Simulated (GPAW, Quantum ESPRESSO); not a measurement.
# CdH2O2 (P-3m1): the O K absorption edge, part 2 of 2

Do two independent programs agree on the O K edge of CdH2O2 (P-3m1)? The same cell and functional are run with XSpectra and with GPAW.

Quantum ESPRESSO 7.5 and GPAW 26.7.0; core-hole supercells, plane-wave PAW LDA.

So far. Step 11 (Excitation energy, O atom 2 (Quantum ESPRESSO)): The total-energy difference is 535.33 eV. With the free-atom term of -8.83 eV for this edge, the photon energy is 526.50 eV. Step 12 (The field without a hole (GPAW)): The mesh shows a gap of 1.53 eV, so the hole is first treated in a charged cell, without the excited electron.

## 13. Spectrum without a core hole, O atom 2 (GPAW)

Without a hole the spectrum is the empty density of states of the right symmetry on the absorber, weighted by matrix elements. It needs only the small cell and serves as the baseline. The data set with a hole of occupation 0 only carries the core orbital.

Input file xas.py:

```python
import numpy as np
from ase import Atoms
from ase.parallel import parprint, paropen
from gpaw import GPAW, PW, FermiDirac, Mixer, MixerDif, setup_paths
from gpaw.test import gen
setup_paths.insert(0, '.')
gen('O', name='nch1s', xcname='LDA', corehole=(1, 0, 0), write_xml=True)
from gpaw.mpi import world
world.barrier()

atoms = Atoms('CdO2H2',
    cell=[[3.51552596, 0, 0],
     [-1.75776298, 3.04453479, 0],
     [0, 0, 4.64297929]],
    scaled_positions=[[0, 0, 0],
     [0.33333333, 0.66666667, 0.240628],
     [0.66666667, 0.33333333, 0.759372],
     [0.33333333, 0.66666667, 0.44903928],
     [0.66666667, 0.33333333, 0.55096072]],
    pbc=True)
atoms.calc = calc = GPAW(legacy_gpaw=True, mode=PW(500), xc='LDA', setups={1: 'nch1s'},
    kpts={'size': (8, 8, 6), 'gamma': True}, occupations=FermiDirac(0.02),
    charge=0, mixer=Mixer(0.1, 5, 50), maxiter=150,
    convergence={'density': 0.0001}, txt='scf.txt')
energy = atoms.get_potential_energy() + calc.get_reference_energy()
ef = calc.get_fermi_level()
out = dict(energy=energy, fermi=ef, forces=atoms.get_forces().tolist())
parprint(f'all-electron energy {energy:.4f} eV, Fermi level {ef:.4f} eV')
ev = np.array([[calc.get_eigenvalues(k, s) for k in range(len(calc.get_ibz_k_points()))] for s in range(calc.get_number_of_spins())])
out['homo'], out['lumo'], out['counts'] = ev[ev < ef].max(), ev[ev > ef].min(), sorted(set((ev < ef).sum((0, 2)).tolist()))
out['filled'] = (ev[:, 0] < ef).sum(1).tolist()

from ase.units import Ha
from gpaw.xas import dipole_matrix_elements
nb = int(calc.get_number_of_electrons() / 2) + 33
top = nb
nscf = calc.fixed_density(kpts={'size': (7, 7, 5), 'gamma': True},
    convergence={'eigenstates': 1.0}, txt='nscf.txt')
nscf.diagonalize_full_hamiltonian(nbands=nb)
cell = atoms.cell.array
ops = [cell.T @ U.T @ np.linalg.inv(cell.T) for U in nscf.wfs.kd.symmetry.op_scc]
filled = [13]  # bands filled in the ground state, by spin
E = np.arange(-25, 34, 0.1)
fwhm = np.interp(E, [4, 25], [0.9, 3.5])
Y, X, zero, highest = 0, 0, 1e9, 1e9
for spin in range(nscf.get_number_of_spins()):
    wfs = nscf.wfs
    A = dipole_matrix_elements(wfs.setups[1])
    eps = np.zeros((wfs.kd.nibzkpts, nb))
    d = np.zeros((3, A.shape[1], wfs.kd.nibzkpts, nb), complex)
    for kpt in wfs.kpt_u:
        if kpt.s == spin and 1 in kpt.P_ani:
            eps[kpt.k] = kpt.eps_n * Ha
            d[:, :, kpt.k] = (kpt.weight * wfs.nspins / 2) ** 0.5 * np.inner(A, kpt.P_ani[1])
    world.sum(eps)
    world.sum(d)
    T = np.einsum('amkn,bmkn->abkn', d, d.conj()).real
    T = sum(np.einsum('ai,ijkn,bj->abkn', R, T, R) for R in ops) / len(ops)
    empty = np.ones_like(eps, bool) & (np.arange(nb) >= filled[spin])
    zero, highest = min(zero, eps[empty].min()), min(highest, eps[:, top - 1].min())
    lines = [(eps, T, empty)] if spin == 0 else lines + [(eps, T, empty)]
for eps, T, empty in lines:
    f = np.einsum('aakn->akn', T).reshape(3, -1)
    x = eps.ravel() - zero
    w = np.interp(x, E, fwhm) / 2.35482
    g = np.exp(-0.5 * ((E[:, None] - x) / w) ** 2) / (w * (2 * np.pi) ** 0.5)
    Y = Y + (f * empty.ravel()) @ g.T
    X = X + (f * ~empty.ravel()) @ g.T
out.update(E=E.round(2).tolist(), xas=Y.tolist(), xes=X.tolist(), zero=zero, valid=highest - zero, nk=len(eps), nb=nb)
for i in range(0, len(E), 10):
    parprint(f'{E[i]:7.2f}', *(f'{v:10.3e}' for v in Y[:, i]))
import json
with paropen('out.json', 'w') as f:
    json.dump(out, f)
```

Launch:

```console
> OMP_NUM_THREADS=1 mpirun -n 4 gpaw python xas.py
```

Run time: 40 s. Hardware: 4 MPI ranks of Arm Neoverse V2, shared host; peak memory 0.4 GiB; 2.7 min of CPU time.

The O K spectrum, O atom 2, no core hole (energy from the lowest empty level; intensity scaled to a mean of 1 over the first 20 eV; polarised curves are means over the symmetry-equivalent atoms):

```tsv
E (eV)	isotropic	ε ⊥ c	ε ∥ c
-2.0	0.00	0.00	0.00
-1.5	0.00	0.00	0.00
-1.0	0.00	0.00	0.00
-0.5	0.00	0.00	0.00
0.0	0.00	0.00	0.01
0.5	0.04	0.05	0.02
1.0	0.12	0.15	0.05
1.5	0.15	0.18	0.10
2.0	0.28	0.33	0.18
2.5	0.55	0.68	0.30
3.0	0.57	0.69	0.33
3.5	0.94	1.15	0.52
4.0	1.44	1.81	0.70
4.5	1.64	2.00	0.91
5.0	1.75	2.12	1.00
5.5	1.47	1.68	1.05
6.0	1.31	1.38	1.17
6.5	1.63	1.63	1.63
7.0	2.33	2.20	2.58
7.5	2.49	2.14	3.18
8.0	2.03	1.52	3.06
8.5	1.54	1.04	2.56
9.0	1.34	0.87	2.28
9.5	1.44	0.87	2.58
10.0	1.65	0.92	3.11
10.5	1.71	0.97	3.19
11.0	1.55	1.01	2.62
11.5	1.25	0.99	1.77
12.0	0.94	0.89	1.05
12.5	0.75	0.81	0.62
13.0	0.67	0.80	0.41
13.5	0.64	0.80	0.32
14.0	0.57	0.71	0.29
14.5	0.48	0.56	0.30
15.0	0.42	0.46	0.34
15.5	0.42	0.43	0.41
16.0	0.47	0.45	0.49
16.5	0.52	0.49	0.58
17.0	0.58	0.53	0.66
17.5	0.63	0.57	0.74
18.0	0.68	0.59	0.84
18.5	0.74	0.63	0.96
19.0	0.81	0.66	1.11
19.5	0.90	0.71	1.27
20.0	0.98	0.75	1.45
20.5	1.07	0.81	1.60
21.0	1.15	0.88	1.70
21.5	1.22	0.96	1.72
22.0	1.25	1.05	1.65
22.5	1.25	1.12	1.49
23.0	1.21	1.18	1.27
23.5	1.15	1.20	1.04
24.0	1.09	1.21	0.85
24.5	1.03	1.18	0.74
25.0	0.99	1.14	0.69
25.5	0.95	1.08	0.71
26.0	0.91	1.00	0.75
26.5	0.87	0.90	0.80
27.0	0.82	0.81	0.83
27.5	0.77	0.74	0.84
28.0	0.73	0.68	0.84
28.5	0.71	0.66	0.82
29.0	0.71	0.66	0.80
29.5	0.72	0.68	0.79
30.0	0.74	0.72	0.80
30.5	0.78	0.76	0.81
31.0	0.82	0.80	0.84
31.5	0.85	0.84	0.88
32.0	0.88	0.86	0.91
```

Main maxima below 24 eV (height): 4.9 eV (1.76), 7.3 eV (2.53), 10.4 eV (1.72) and 22.2 eV (1.25). 

The same matrix elements for filled bands give the O K emission of O atom 2 (ground-state approximation; energy from the lowest empty level, largest value 1):

```tsv
E (eV)	emission
-24.00	0.00
-23.25	0.00
-22.50	0.00
-21.75	0.00
-21.00	0.00
-20.25	0.00
-19.50	0.03
-18.75	0.02
-18.00	0.00
-17.25	0.00
-16.50	0.00
-15.75	0.00
-15.00	0.00
-14.25	0.00
-13.50	0.00
-12.75	0.00
-12.00	0.00
-11.25	0.00
-10.50	0.00
-9.75	0.01
-9.00	0.14
-8.25	0.45
-7.50	0.33
-6.75	0.23
-6.00	0.29
-5.25	0.42
-4.50	0.41
-3.75	0.86
-3.00	0.99
-2.25	0.91
-1.50	0.44
-0.75	0.02
0.00	0.00
0.75	0.00
1.50	0.00
2.25	0.00
3.00	0.00
```

Emission maxima: -8.0 eV (0.46) and -3.2 eV (1.00).

## 14. Reference energy of the supercell (GPAW)

Total energies of two programs can't be mixed, so the cell and mesh of GPAW's hole run get a reference energy of their own.

Input file scf.py:

```python
import numpy as np
from ase import Atoms
from ase.parallel import parprint, paropen
from gpaw import GPAW, PW, FermiDirac, Mixer, MixerDif, setup_paths
from gpaw.test import gen
setup_paths.insert(0, '.')
gen('O', name='nch1s', xcname='LDA', corehole=(1, 0, 0), write_xml=True)
from gpaw.mpi import world
world.barrier()

atoms = Atoms('Cd3O6H6',
    cell=[[-3.51552596, 0, 4.64297929],
     [1.75776298, 3.04453479, 4.64297929],
     [-1.75776298, 3.04453479, -4.64297929]],
    scaled_positions=[[0, 0, 0],
     [0.33333333, 0.33333333, 0.66666667],
     [0.66666667, 0.66666667, 0.33333333],
     [0.08020933, 0.41354267, 0.253124],
     [0.41354267, 0.746876, 0.91979067],
     [0.746876, 0.08020933, 0.58645733],
     [0.91979067, 0.58645733, 0.746876],
     [0.253124, 0.91979067, 0.41354267],
     [0.58645733, 0.253124, 0.08020933],
     [0.14967976, 0.48301309, 0.18365357],
     [0.48301309, 0.81634643, 0.85032024],
     [0.81634643, 0.14967976, 0.51698691],
     [0.85032024, 0.51698691, 0.81634643],
     [0.18365357, 0.85032024, 0.48301309],
     [0.51698691, 0.18365357, 0.14967976]],
    pbc=True)
atoms.calc = calc = GPAW(legacy_gpaw=True, mode=PW(500), xc='LDA', setups={3: 'nch1s'},
    kpts={'size': (4, 4, 4), 'gamma': True}, occupations=FermiDirac(0.02),
    charge=0, mixer=Mixer(0.1, 5, 50), maxiter=150,
    convergence={'density': 0.0001}, txt='scf.txt')
energy = atoms.get_potential_energy() + calc.get_reference_energy()
ef = calc.get_fermi_level()
out = dict(energy=energy, fermi=ef, forces=atoms.get_forces().tolist())
parprint(f'all-electron energy {energy:.4f} eV, Fermi level {ef:.4f} eV')
ev = np.array([[calc.get_eigenvalues(k, s) for k in range(len(calc.get_ibz_k_points()))] for s in range(calc.get_number_of_spins())])
out['homo'], out['lumo'], out['counts'] = ev[ev < ef].max(), ev[ev > ef].min(), sorted(set((ev < ef).sum((0, 2)).tolist()))
out['filled'] = (ev[:, 0] < ef).sum(1).tolist()
import json
with paropen('out.json', 'w') as f:
    json.dump(out, f)
```

Launch:

```console
> OMP_NUM_THREADS=1 mpirun -n 4 gpaw python scf.py
```

Run time: 32 s. Hardware: 4 MPI ranks; peak memory 0.3 GiB.

Reference energy: -468422.909 eV with the cores included.

## 15. Spectrum with FCH, O atom 2 (GPAW)

The holes are 5.8 Å apart. The excited electron is left out and a uniform background balances the charge. After the field has converged, empty bands are computed with the density fixed and the dipole matrix elements are summed.

Input file xas.py:

```python
import numpy as np
from ase import Atoms
from ase.parallel import parprint, paropen
from gpaw import GPAW, PW, FermiDirac, Mixer, MixerDif, setup_paths
from gpaw.test import gen
setup_paths.insert(0, '.')
gen('O', name='fch1s', xcname='LDA', corehole=(1, 0, 1), write_xml=True)
from gpaw.mpi import world
world.barrier()

atoms = Atoms('Cd3O6H6',
    cell=[[-3.51552596, 0, 4.64297929],
     [1.75776298, 3.04453479, 4.64297929],
     [-1.75776298, 3.04453479, -4.64297929]],
    scaled_positions=[[0, 0, 0],
     [0.33333333, 0.33333333, 0.66666667],
     [0.66666667, 0.66666667, 0.33333333],
     [0.08020933, 0.41354267, 0.253124],
     [0.41354267, 0.746876, 0.91979067],
     [0.746876, 0.08020933, 0.58645733],
     [0.91979067, 0.58645733, 0.746876],
     [0.253124, 0.91979067, 0.41354267],
     [0.58645733, 0.253124, 0.08020933],
     [0.14967976, 0.48301309, 0.18365357],
     [0.48301309, 0.81634643, 0.85032024],
     [0.81634643, 0.14967976, 0.51698691],
     [0.85032024, 0.51698691, 0.81634643],
     [0.18365357, 0.85032024, 0.48301309],
     [0.51698691, 0.18365357, 0.14967976]],
    pbc=True)
atoms.calc = calc = GPAW(legacy_gpaw=True, mode=PW(500), xc='LDA', setups={3: 'fch1s'},
    kpts={'size': (4, 4, 4), 'gamma': True}, occupations=FermiDirac(0.02),
    charge=0, mixer=Mixer(0.1, 5, 50), maxiter=150,
    convergence={'density': 0.0001}, txt='scf.txt')
energy = atoms.get_potential_energy() + calc.get_reference_energy()
ef = calc.get_fermi_level()
out = dict(energy=energy, fermi=ef, forces=atoms.get_forces().tolist())
parprint(f'all-electron energy {energy:.4f} eV, Fermi level {ef:.4f} eV')
ev = np.array([[calc.get_eigenvalues(k, s) for k in range(len(calc.get_ibz_k_points()))] for s in range(calc.get_number_of_spins())])
out['homo'], out['lumo'], out['counts'] = ev[ev < ef].max(), ev[ev > ef].min(), sorted(set((ev < ef).sum((0, 2)).tolist()))
out['filled'] = (ev[:, 0] < ef).sum(1).tolist()

from ase.units import Ha
from gpaw.xas import dipole_matrix_elements
nb = int(calc.get_number_of_electrons() / 2) + 92
top, nb = nb, nb + 8 + nb // 12
nscf = calc.fixed_density(kpts={'size': (5, 5, 5), 'gamma': True}, nbands=nb,
    convergence={'bands': top, 'eigenstates': 1e-5}, maxiter=60, txt='nscf.txt')
cell = atoms.cell.array
ops = [cell.T @ U.T @ np.linalg.inv(cell.T) for U in nscf.wfs.kd.symmetry.op_scc]
filled = [39]  # bands filled in the ground state, by spin
E = np.arange(-6, 34, 0.1)
fwhm = np.interp(E, [4, 25], [0.9, 3.5])
Y, X, zero, highest = 0, 0, 1e9, 1e9
for spin in range(nscf.get_number_of_spins()):
    wfs = nscf.wfs
    A = dipole_matrix_elements(wfs.setups[3])
    eps = np.zeros((wfs.kd.nibzkpts, nb))
    d = np.zeros((3, A.shape[1], wfs.kd.nibzkpts, nb), complex)
    for kpt in wfs.kpt_u:
        if kpt.s == spin and 3 in kpt.P_ani:
            eps[kpt.k] = kpt.eps_n * Ha
            d[:, :, kpt.k] = (kpt.weight * wfs.nspins / 2) ** 0.5 * np.inner(A, kpt.P_ani[3])
    world.sum(eps)
    world.sum(d)
    T = np.einsum('amkn,bmkn->abkn', d, d.conj()).real
    T = sum(np.einsum('ai,ijkn,bj->abkn', R, T, R) for R in ops) / len(ops)
    empty = np.ones_like(eps, bool) & (np.arange(nb) >= filled[spin])
    zero, highest = min(zero, eps[empty].min()), min(highest, eps[:, top - 1].min())
    lines = [(eps, T, empty)] if spin == 0 else lines + [(eps, T, empty)]
for eps, T, empty in lines:
    f = np.einsum('aakn->akn', T).reshape(3, -1)
    x = eps.ravel() - zero
    w = np.interp(x, E, fwhm) / 2.35482
    g = np.exp(-0.5 * ((E[:, None] - x) / w) ** 2) / (w * (2 * np.pi) ** 0.5)
    Y = Y + (f * empty.ravel()) @ g.T
    X = X + (f * ~empty.ravel()) @ g.T
out.update(E=E.round(2).tolist(), xas=Y.tolist(), xes=X.tolist(), zero=zero, valid=highest - zero, nk=len(eps), nb=nb)
for i in range(0, len(E), 10):
    parprint(f'{E[i]:7.2f}', *(f'{v:10.3e}' for v in Y[:, i]))
import json
with paropen('out.json', 'w') as f:
    json.dump(out, f)
```

Launch:

```console
> OMP_NUM_THREADS=1 mpirun -n 4 gpaw python xas.py
```

Wall time 3 min (4 MPI ranks); peak memory 0.57 GiB.

The O K spectrum, O atom 2, full core hole (charged cell) (energy from the lowest empty level; intensity scaled to a mean of 1 over the first 20 eV; polarised curves are means over the symmetry-equivalent atoms):

```tsv
E (eV)	isotropic	ε ⊥ c	ε ∥ c
-2.0	0.00	0.00	0.00
-1.5	0.00	0.00	0.00
-1.0	0.00	0.00	0.00
-0.5	0.00	0.00	0.00
0.0	0.01	0.00	0.01
0.5	0.03	0.03	0.04
1.0	0.07	0.06	0.09
1.5	0.17	0.14	0.22
2.0	0.26	0.22	0.33
2.5	0.46	0.38	0.63
3.0	0.87	0.76	1.09
3.5	1.51	1.35	1.83
4.0	2.45	2.05	3.24
4.5	2.98	2.38	4.18
5.0	2.53	1.73	4.12
5.5	1.93	1.03	3.74
6.0	1.90	1.02	3.66
6.5	2.01	1.29	3.45
7.0	1.92	1.48	2.80
7.5	1.66	1.39	2.18
8.0	1.31	1.03	1.88
8.5	1.03	0.68	1.72
9.0	0.96	0.57	1.73
9.5	1.01	0.61	1.79
10.0	1.03	0.69	1.70
10.5	0.97	0.76	1.40
11.0	0.87	0.80	1.00
11.5	0.75	0.79	0.66
12.0	0.63	0.72	0.45
12.5	0.56	0.67	0.34
13.0	0.54	0.67	0.29
13.5	0.54	0.67	0.27
14.0	0.50	0.61	0.28
14.5	0.45	0.51	0.32
15.0	0.43	0.45	0.40
15.5	0.47	0.44	0.52
16.0	0.54	0.48	0.66
16.5	0.63	0.54	0.80
17.0	0.71	0.61	0.92
17.5	0.79	0.66	1.04
18.0	0.86	0.71	1.17
18.5	0.93	0.75	1.30
19.0	1.01	0.80	1.43
19.5	1.08	0.85	1.54
20.0	1.15	0.93	1.61
20.5	1.21	1.01	1.61
21.0	1.26	1.11	1.55
21.5	1.28	1.20	1.42
22.0	1.27	1.28	1.25
22.5	1.23	1.31	1.05
23.0	1.16	1.31	0.86
23.5	1.08	1.27	0.71
24.0	1.01	1.20	0.62
24.5	0.94	1.12	0.59
25.0	0.89	1.03	0.62
25.5	0.85	0.94	0.68
26.0	0.82	0.86	0.75
26.5	0.79	0.79	0.81
27.0	0.77	0.73	0.84
27.5	0.74	0.69	0.85
28.0	0.73	0.68	0.83
28.5	0.72	0.68	0.81
29.0	0.73	0.70	0.80
29.5	0.75	0.73	0.79
30.0	0.78	0.76	0.81
30.5	0.81	0.80	0.84
31.0	0.85	0.84	0.87
31.5	0.88	0.86	0.91
32.0	0.89	0.87	0.93
```

Main maxima below 24 eV (height): 4.5 eV (2.98), 6.6 eV (2.01), 9.9 eV (1.03) and 21.6 eV (1.28). 

The hole costs E(hole) − E(ground) = 530.43 eV, and the lowest empty level of the hole cell on the spectrum's mesh lies at 3.55 eV, which puts the zero at 533.98 eV. With the free-atom term of -8.83 eV for this edge, the photon energy is 525.15 eV.

## 16. Excitation energy, O atom 2 (GPAW)

Changed against the first core-hole run: core hole to XCH, with the smearing that suits a partly filled band.

Edit scf.py of step 14 so:

```diff
@@ -6,3 +6,3 @@
 setup_paths.insert(0, '.')
-gen('O', name='nch1s', xcname='LDA', corehole=(1, 0, 0), write_xml=True)
+gen('O', name='fch1s', xcname='LDA', corehole=(1, 0, 1), write_xml=True)
 from gpaw.mpi import world
@@ -30,5 +30,5 @@
     pbc=True)
-atoms.calc = calc = GPAW(legacy_gpaw=True, mode=PW(500), xc='LDA', setups={3: 'nch1s'},
-    kpts={'size': (4, 4, 4), 'gamma': True}, occupations=FermiDirac(0.02),
-    charge=0, mixer=Mixer(0.1, 5, 50), maxiter=150,
+atoms.calc = calc = GPAW(legacy_gpaw=True, mode=PW(500), xc='LDA', setups={3: 'fch1s'},
+    kpts={'size': (4, 4, 4), 'gamma': True}, occupations=FermiDirac(0.04),
+    charge=-1, mixer=Mixer(0.1, 5, 50), maxiter=150,
     convergence={'density': 0.0001}, txt='scf.txt')
```

Launch:

```console
> OMP_NUM_THREADS=1 mpirun -n 4 gpaw python scf.py
```

Wall time 37 s (4 MPI ranks); peak memory 0.3 GiB; 2.5 min of CPU time.

The total-energy difference is 535.52 eV. With the free-atom term of -8.83 eV for this edge, the photon energy is 526.69 eV.

## 17. The two programs side by side

The line shapes differ (Lorentzian half width 0.4 eV up to 4 eV, rising linearly to 1.75 eV at 25 eV (not a setting of the program: the run's 0.4 eV curve was folded afterwards with a further Lorentzian above 4 eV), against Gaussian full width 0.9 eV up to 4 eV, rising linearly to 3.5 eV at 25 eV), so both get a further Gaussian of 1.5 eV full width before they are compared; the Lorentzian tails remain.

```tsv
E (eV)	XSpectra	GPAW
-2.00	0.06	0.00
-1.25	0.07	0.00
-0.50	0.10	0.01
0.25	0.15	0.03
1.00	0.25	0.10
1.75	0.44	0.26
2.50	0.79	0.61
3.25	1.39	1.31
4.00	2.05	2.16
4.75	2.27	2.46
5.50	2.04	2.17
6.25	1.84	1.96
7.00	1.67	1.81
7.75	1.41	1.48
8.50	1.17	1.15
9.25	1.04	1.01
10.00	0.98	0.98
10.75	0.89	0.90
11.50	0.79	0.75
12.25	0.69	0.62
13.00	0.63	0.55
13.75	0.59	0.51
14.50	0.56	0.47
15.25	0.56	0.48
16.00	0.61	0.55
16.75	0.67	0.67
17.50	0.73	0.79
18.25	0.80	0.90
19.00	0.86	1.01
19.75	0.91	1.11
20.50	0.95	1.20
21.25	0.97	1.25
22.00	0.97	1.24
22.75	0.94	1.18
23.50	0.88	1.08
24.25	0.82	0.98
25.00	0.77	0.90
25.75	0.73	0.84
26.50	0.70	0.80
27.25	0.67	0.76
28.00	0.64	0.74
28.75	0.63	0.74
29.50	0.63	0.76
30.25	0.64	0.80
31.00	0.65	0.84
31.75	0.66	0.87
```

```tsv
	XSpectra	GPAW
k mesh of the spectrum	5×5×5	5×5×5
cutoff (eV)	680	500
highest intensity below 16 eV after the common broadening, eV (height)	4.7 (2.27)	4.6 (2.47)
zero, corrected photon energy (eV)	525.0	525.1
core time, hole field and spectrum	13 min	12 min
```

## 18. What the core hole does

XSpectra's curves. Both curves are counted from their own zero, so only the shift of weight within the empty states shows.

```tsv
E (eV)	no hole	FCH
-2.0	0.04	0.04
-1.0	0.05	0.06
0.0	0.08	0.09
1.0	0.19	0.18
2.0	0.37	0.43
3.0	0.67	1.02
4.0	1.32	2.14
5.0	1.67	2.35
6.0	1.41	1.87
7.0	2.37	1.81
8.0	1.97	1.36
9.0	1.30	1.01
10.0	1.69	1.10
11.0	1.54	0.87
12.0	0.95	0.67
13.0	0.74	0.61
14.0	0.65	0.55
15.0	0.40	0.41
16.0	0.53	0.55
17.0	0.57	0.70
18.0	0.61	0.78
19.0	0.78	0.90
20.0	0.95	1.12
21.0	0.96	1.05
22.0	1.38	1.32
23.0	1.29	1.13
24.0	1.02	0.88
25.0	0.90	0.78
26.0	1.01	0.83
27.0	0.84	0.75
28.0	0.56	0.55
29.0	0.62	0.62
30.0	0.70	0.68
31.0	0.70	0.70
32.0	0.74	0.76
```

With each curve scaled to its own mean, the area from −2 to 6 eV with the hole is 7.2 against 5.0, and the centre of weight from −1 to 20 eV moves by -0.5 eV: the hole pulls the absorber's empty states down.

## 19. What came out

| Property | Result |
| --- | --- |
| absorber and edge | O K, atom 2 of the ground-state input (counted from 1) |
| surroundings | 1 H at 0.97 Å and 3 Cd at 2.32 Å (distorted tetrahedral, site symmetry 3m) |
| highest intensity below 16 eV (XSpectra, narrow line) | 4.5 eV above the zero, height 2.61 |
| photon energy of the zero, with the added terms | 525.0 eV (raw 533.8 eV; LDA puts this hole about 4 eV below PBE, itself good to a few eV) |

The two programs agree closely: 9 % r.m.s. remains over the first 14 eV after a relative shift of 0.2 eV, and their photon-energy zeros differ by 0.2 eV. In XSpectra the O K edge of atom 2, with 1 H at 0.97 Å and 3 Cd at 2.32 Å (distorted tetrahedral, site symmetry 3m), has its highest intensity of the first 16 eV at 4.5 eV above the zero, near 529 eV in photon energy (LDA puts this hole about 4 eV below PBE, itself good to a few eV), 2.6 times the mean level of the first 20 eV (Lorentzian half width 0.4 eV). In XSpectra: With each curve scaled to its own mean, the area from −2 to 6 eV with the hole is 7.2 against 5.0, and the centre of weight from −1 to 20 eV moves by -0.5 eV: the hole pulls the absorber's empty states down. In GPAW: With each curve scaled to its own mean, the area from −2 to 6 eV with the hole is 7.1 against 4.8, and the centre of weight from −1 to 20 eV moves by -0.4 eV: the hole pulls the absorber's empty states down. In XSpectra the neutral-cell energy lies +1.5 eV from the charged-cell zero, a gap made of the charged-cell error and of where the added electron settles. In GPAW the neutral-cell energy lies +1.5 eV from the charged-cell zero, a gap made of the charged-cell error and of where the added electron settles. In XSpectra, at the O K edge of atom 2 polarisation matters most near 5.6 eV, where the curves differ by 2.5 on this scale. The holes are only 5.8 Å apart, so the shape is probably not converged with cell size; no larger cell was run here. Lifetime broadening is put in by hand, and intensities beyond about 20 eV depend on it and on the partial waves. The structure is a computed Materials Project entry and may be a hypothetical form.

[Logs are printed without paths, hosts, clocks, repeated set-up lines and the standing remarks that a program may print on its own settings, such as how far it seeks lower states.]

[Hosts, paths, dates, database ids (printed as entryN), source tags and the programs' standing remarks are cut or masked in the printed files.]

[Lists of maxima count a maximum above −3 eV only where it reaches 4 % of the highest in the window and stands out from its surroundings by 2 % of it (1.5 % where it reaches 55 %); shoulders and weaker maxima are passed over, and of the rest the first, up to two pre-edge ones and the few strongest are named.]
